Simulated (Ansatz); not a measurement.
# Screened interactions in ScF3 (Pm-3m), part 2 of 2

Aim: U, U′ and J for the Sc t2g shell of ScF3 (Pm-3m).

Ansatz 0.2.0; non-magnetic LDA, then constrained RPA, plane waves, PAW.

So far. Step 2 (LDA bands and orbital weights): The gap is indirect, with the least direct gap 0.54 eV higher. Step 3 (Constrained RPA: Sc t2g, bands c1 to c3, 4×4×4 mesh …): On the Sc t2g shell, screening brings the on-site interaction from 15.9 eV down to U = 7.07 eV.

## (4) Constrained RPA: Sc t2g + anion p, bands v9 to c3, 4×4×4 mesh, medium accuracy

Level of this step: constrained RPA on LDA, plane waves, PAW (Ansatz).

File input.yaml:

```yaml
crystal:
  lattice:
    - [-4.01245, 0.0, 0.0]
    - [0.0, 0.0, -4.01245]
    - [0.0, -4.01245, 0.0]
  atoms:
    - { symbol: Sc, position: [0.0, 0.0, 0.0] }
    - { symbol: F, position: [0.5, 0.0, 0.0] }
    - { symbol: F, position: [0.0, 0.5, 0.0] }
    - { symbol: F, position: [0.0, 0.0, 0.5] }
kpoints:
  mp_grid: { grid: [8, 8, 8] }
hamiltonian:
  xc: lda
scf:
  occupations: { method: gaussian, width: 0.08 }
  n_extra_bands: 19
  max_iter: 150
output:
  crpa:
    kmesh: [4, 4, 4]
    target_bands: [v9, c3]
    projections:
      - { species: Sc, l: d, shell: 3, orbitals: [dxz, dyz, dxy] }
      - { species: F, l: p, shell: 2 }
  local_orbitals:
    kmesh: [8, 8, 8]
    orbitals:
      - { species: Sc, l: d, shell: 3, orbitals: [dxz, dyz, dxy] }
      - { species: F, l: p, shell: 2 }
    window: { bands: [v9, c3] }
    seedname: lo
```

Started as:

```
ansatz run input.yaml --threads 4 --pin off --max-ram 9216MiB --backend cpu --events-out ev --progress --plain --runs-dir out
```

Numbers of over 12 decimals in the logs are rounded to 6 here.

What it wrote:

```text
[...]
Crystal: 4 atoms, lattice volume = 64.599 Å³
Basis set: ecut = 420 eV, 1237 PW (Γ)
Bands: 35, of which v1, the nominal top of the filled ones, is band 16 counted from 1 (15 counted from 0)
Symmetry: 48 space group operations
[...]
k-points: 35 of 512
[...]
SCF iter   1: F=—  HF=-4477.827896 eV  |F-HF|=—  |Δ(HF+E_count)|=         —  Δρ=1.81e-2  dr2=1.53e-1  ethr=1.77e-3  ⟨swp⟩=5.3  Hψ=5706  notcnv=0  defer=144
[...]
SCF iter   6: F=-4477.785959 eV  HF=-4477.785959 eV  |F-HF|=2.41e-8  |Δ(HF+E_count)|=   2.23e-7  Δρ=6.67e-6  dr2=3.34e-8  ethr=3.13e-10  ⟨swp⟩=7.7  Hψ=5858  notcnv=0
SCF 1 converged in 6 iterations: F = -4477.785959 eV  dr2 = 3.34e-8
[...]
cRPA screening: q 1/64
cRPA screening: q 2/64
cRPA screening: q 8/64 (q-point 3)
cRPA screening: q 11/64 (q-point 6)
cRPA screening: q 17/64 (q-point 7)
cRPA screening: q 29/64 (q-point 8)
cRPA screening: q 35/64 (q-point 11)
cRPA screening: q 38/64 (q-point 22)
cRPA screening: q 40/64 (q-point 23)
cRPA screening: q 46/64 (q-point 24)
cRPA screening: q 52/64 (q-point 27)
cRPA screening: q 58/64 (q-point 28)
cRPA screening: q 64/64 (q-point 43)
SCF converged after 6 iterations
Free energy (F): -4477.785959 eV
[...]
Internal energy: -4477.785959 eV  (E = F + TS)
E sigma→0 (E₀):  -4477.785959 eV
Fermi energy:    2.495240 eV
[...]
--- Band table (eV; the first three rows and the last of 35) ---
  k-point 0: bands = [... 12 lower, -1.1986, -1.1498, -1.1498, -1.1498, 5.6016, 5.6016, 5.6016, 7.0285, ... 15 higher]
  k-point 1: bands = [... 12 lower, -1.2645, -1.2181, -1.1627, -1.1627, 5.6076, 5.7367, 5.7367, 7.2285, ... 15 higher]
  k-point 2: bands = [... 12 lower, -1.4554, -1.2628, -1.1631, -1.1631, 5.6221, 6.0609, 6.0609, 7.3835, ... 15 higher]
  k-point 34: bands = [... 12 lower, -2.9102, -0.6123, -0.6123, -0.6123, 7.2489, 7.2489, 7.2489, 10.1822, ... 15 higher]
[...]
χ-basis size per q: N_G = 208..251
[...]
Each shell's averages of U are screened by what lies outside the whole window alone: parameters of one model of all the shells.
    Site 0, 3D, 3 of 5 d orbitals (Wannier functions 1, 2, 3; wannier90's mr 2, 3, 5):
      screened: U = 9.0648 eV, U' = 8.0351 eV, J = 0.5165 eV
      screened, to within: U = 1.2e-2 eV, U' = 1.2e-2 eV, J = 6.7e-4 eV
      bare: V = 16.6732 eV, V' = 15.4017 eV, J = 0.6394 eV
    Site 1, 2P, 3 of 3 p orbitals (Wannier functions 4, 5, 6; wannier90's mr 1, 2, 3):
      screened: U = 11.4407 eV, U' = 9.6054 eV, J = 0.8845 eV
      screened, to within: U = 2.6e-2 eV, U' = 2.6e-2 eV, J = 1.2e-3 eV
      bare: V = 22.8893 eV, V' = 20.6294 eV, J = 1.0917 eV
    Site 2, 2P, 3 of 3 p orbitals (Wannier functions 7, 8, 9; wannier90's mr 1, 2, 3):
      screened: U = 11.4407 eV, U' = 9.6054 eV, J = 0.8845 eV
      screened, to within: U = 2.6e-2 eV, U' = 2.6e-2 eV, J = 1.2e-3 eV
      bare: V = 22.8893 eV, V' = 20.6294 eV, J = 1.0917 eV
    Site 3, 2P, 3 of 3 p orbitals (Wannier functions 10, 11, 12; wannier90's mr 1, 2, 3):
      screened: U = 11.4407 eV, U' = 9.6054 eV, J = 0.8845 eV
      screened, to within: U = 2.6e-2 eV, U' = 2.6e-2 eV, J = 1.2e-3 eV
      bare: V = 22.8893 eV, V' = 20.6294 eV, J = 1.0917 eV
[...]
```

Run time: 90 s. Hardware: 4 threads of Arm Neoverse V1, shared host; peak memory 0.58 GiB; 5.5 min of CPU time.

This step gave:

```
U                                                 : 9.065 eV
U prime (inter-orbital)                           : 8.035 eV
J                                                 : 0.5165 eV
bare V                                            : 16.67 eV
bare J                                            : 0.6394 eV
stated bound on U                                 : 0.01122 eV
U over bare V                                     : 0.5437
electrons in the window                           : 18
head of the constrained inverse dielectric matrix : 0.5426
least eigenvalue of the projection's overlap      : 0.7586
target functions                                  : 12
bands in the sums                                 : 38
r.m.s. miss of the model bands                    : 1.34e-4 eV
width of the target bands                         : 11.00 eV
weight of the projected orbitals in the window    : 0.9823
```

On the Sc t2g shell, screening brings the on-site interaction from 16.7 eV down to U = 9.06 eV.

Kanamori averages over each shell's functions. Crpa shells, by row:

| site | element | shell | orbitals | U (eV) | U' (eV) | J (eV) | bare V (eV) | bare V' (eV) | bare J (eV) | bound on U (eV) |
| --- | --- | --- | --- | --- | --- | --- | --- | --- | --- | --- |
| 1 | Sc | 3D | 3 | 9.065 | 8.035 | 0.5165 | 16.67 | 15.4 | 0.6394 | 0.01122 |
| 2 | F | 2P | 3 | 11.44 | 9.605 | 0.8845 | 22.89 | 20.63 | 1.092 | 0.02572 |
| 3 | F | 2P | 3 | 11.44 | 9.605 | 0.8845 | 22.89 | 20.63 | 1.092 | 0.02572 |
| 4 | F | 2P | 3 | 11.44 | 9.605 | 0.8845 | 22.89 | 20.63 | 1.092 | 0.02572 |

Projected local orbitals of the target window. Electronic bands along the path, in eV, zero at the Fermi level; v1 is the highest filled band, c1 the lowest empty one:

| point | v4 | v3 | v2 | v1 | c1 | c2 | c3 |
| --- | --- | --- | --- | --- | --- | --- | --- |
| Γ | -3.69 | -3.65 | -3.65 | -3.65 | 3.11 | 3.11 | 3.11 |
| halfway | -3.95 | -3.76 | -3.66 | -3.66 | 3.13 | 3.57 | 3.57 |
| X | -4.28 | -3.82 | -3.65 | -3.65 | 3.15 | 4.02 | 4.02 |
| halfway | -4.09 | -3.93 | -3.91 | -3.36 | 3.60 | 4.04 | 4.36 |
| M | -4.26 | -4.07 | -4.07 | -3.11 | 4.06 | 4.06 | 4.71 |
| halfway | -3.96 | -3.92 | -3.88 | -3.47 | 3.57 | 3.60 | 3.95 |
| Γ | -3.69 | -3.65 | -3.65 | -3.65 | 3.11 | 3.11 | 3.11 |
| halfway | -4.66 | -3.54 | -3.54 | -3.41 | 3.94 | 3.98 | 3.98 |
| R | -5.41 | -3.11 | -3.11 | -3.11 | 4.75 | 4.75 | 4.75 |
| halfway | -4.68 | -3.49 | -3.45 | -3.31 | 3.99 | 4.36 | 4.39 |
| X | -4.28 | -3.82 | -3.65 | -3.65 | 3.15 | 4.02 | 4.02 |
| jump to R | -5.41 | -3.11 | -3.11 | -3.11 | 4.75 | 4.75 | 4.75 |
| halfway | -5.04 | -3.38 | -3.38 | -3.11 | 4.39 | 4.39 | 4.73 |
| M | -4.26 | -4.07 | -4.07 | -3.11 | 4.06 | 4.06 | 4.71 |

The same for Kohn-Sham, solved directly:

| point | v4 | v3 | v2 | v1 | c1 | c2 | c3 |
| --- | --- | --- | --- | --- | --- | --- | --- |
| Γ | -3.69 | -3.65 | -3.65 | -3.65 | 3.11 | 3.11 | 3.11 |
| X | -4.28 | -3.82 | -3.65 | -3.65 | 3.15 | 4.02 | 4.02 |
| M | -4.26 | -4.07 | -4.07 | -3.11 | 4.06 | 4.06 | 4.71 |
| Γ | -3.69 | -3.65 | -3.65 | -3.65 | 3.11 | 3.11 | 3.11 |
| R | -5.41 | -3.11 | -3.11 | -3.11 | 4.75 | 4.75 | 4.75 |
| X | -4.28 | -3.82 | -3.65 | -3.65 | 3.15 | 4.02 | 4.02 |
| R | -5.41 | -3.11 | -3.11 | -3.11 | 4.75 | 4.75 | 4.75 |
| M | -4.26 | -4.07 | -4.07 | -3.11 | 4.06 | 4.06 | 4.71 |

Onsite levels, by row:

| orbital | level less Fermi level (eV) |
| --- | --- |
| Sc1 dxz | 3.078 |
| Sc1 dyz | 3.078 |
| Sc1 dxy | 3.078 |
| F2 pz | -3.68 |
| F2 px | -5.323 |
| F2 py | -3.68 |
| F3 pz | -5.323 |
| F3 px | -3.68 |
| F3 py | -3.68 |
| F4 pz | -3.68 |
| F4 px | -3.68 |
| F4 py | -5.323 |

Largest distinct elements between sites. Hoppings, by row:

| from | to | cell | distance (Å) | t (eV) |
| --- | --- | --- | --- | --- |
| Sc1 dxz | F3 px | 0 -1 0 | 2.006 | -1.328 |
| F4 py | F4 py | 0 0 1 | 4.012 | 0.4449 |
| F2 pz | F2 pz | -1 0 0 | 4.012 | -0.1539 |
| F4 pz | F3 pz | 0 0 0 | 2.837 | 0.0986 |
| F3 px | F2 pz | 0 0 0 | 2.837 | -0.0677 |
| F2 py | F3 py | 1 -1 0 | 2.837 | -0.0554 |
| Sc1 dxz | Sc1 dxz | 1 0 0 | 4.012 | 0.0342 |
| Sc1 dxz | F2 pz | -1 -1 0 | 4.486 | 0.0336 |
| Sc1 dyz | Sc1 dyz | 1 0 0 | 4.012 | -0.0231 |
| Sc1 dyz | Sc1 dyz | 0 1 1 | 5.674 | -0.0226 |
| F2 py | F2 py | 1 0 1 | 5.674 | 0.0157 |
| F4 px | F4 px | 1 0 0 | 4.012 | 0.0135 |

## (5) The windows together

Times are wall times on 4 threads of Arm Neoverse V1, shared host, good to a factor of about two.

| target | bands | functions | width (eV) | bare V (eV) | U (eV) | U′ (eV) | J (eV) | U/V | time |
| --- | --- | --- | --- | --- | --- | --- | --- | --- | --- |
| Sc t2g | c1–c3 | 3 | 1.65 | 15.95 | 7.07 | 6.13 | 0.47 | 0.44 | 20 s |
| Sc t2g + anion p | v9–c3 | 12 | 11.00 | 16.67 | 9.06 | 8.04 | 0.52 | 0.54 | 90 s |

## (6) Results

```yaml
sc_t2g: U 7.07 eV, U′ 6.13 eV, J 0.47 eV, bare V 15.9 eV
sc_t2g_anion_p: U 9.06 eV, U′ 8.04 eV, J 0.52 eV, bare V 16.7 eV
method: constrained RPA on non-magnetic LDA, 4×4×4 mesh, static
```

What this shows: For Sc t2g, screening cuts the on-site interaction from 15.95 eV to 7.07 eV (44 %), while J goes only from 0.59 eV to 0.47 eV: the monopole is screened far more than the multipoles. U − 2J differs from U′ by +0.01 eV, so the Kanamori relation holds well. U is 4.3 times the width of the target bands. With the window Sc t2g + anion p U becomes 9.06 eV and the bare V 16.67 eV, so U/V goes from 0.44 to 0.54. The window Sc t2g is empty, so it holds no transition to leave out and its U is the fully screened RPA value. The parent state is non-magnetic and the interaction static (zero frequency); U depends on the window and the orbitals, so it belongs to this model alone. A window that holds the anion p bands defines a model with explicit ligands; its U belongs to that model and is not the U of DFT+U.

[Paths, hosts, dates, memory and timing lines, banners, echoed tables and standing remarks are left out of the program output.]

[Logs are printed without paths, hosts, clocks, repeated set-up lines and the standing remarks that a program may print on its own settings, such as how far it seeks lower states.]

[Runs of the session that timed out or met a known fault of the program may be left out.]

[Hosts, paths, dates, database ids (printed as entryN), source tags and the programs' standing remarks are cut or masked in the printed files.]
